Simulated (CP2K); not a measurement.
Two runs for the N K edge of nitrosomethane. Run A: CP2K XAS_TDP, all-electron GAPW, PBEh(45%), aug-cc-pVTZ, TDA, no relativity. Run B differs in one setting.

First lines with a strength over 0.0015. A:

```
                  atom  energy (eV)  states  strength, one atom
N2 (bonded to C and O)       394.13       1              0.0755
                             401.96       1              0.0038
                             402.24       1              0.0275
                             403.59       1              0.0100
                             403.85       1              0.0103
```

B:

```
                  atom  energy (eV)  states  strength, one atom
N2 (bonded to C and O)       398.79       1              0.0746
                             406.62       1              0.0037
                             406.90       1              0.0272
                             408.24       1              0.0098
                             408.51       1              0.0102
```

Q: Which was it: the basis, GW2X switched on, the functional, scalar relativity switched on?

GW2X switched on. GW2X shifts an atom's lines together and keeps their spacings. Against PBEh(45%) in aug-cc-pVTZ, the leading line moves by +4.66 eV, to 398.79 eV.

[Banner, clock and machine lines of the logs are left out without a mark of their own.]

[Logs are printed without paths, hosts, clocks, repeated set-up lines and the standing remarks that a program may print on its own settings, such as how far it seeks lower states.]

[Hosts, paths, dates, database ids (printed as entryN), source tags and the programs' standing remarks are cut or masked in the printed files.]
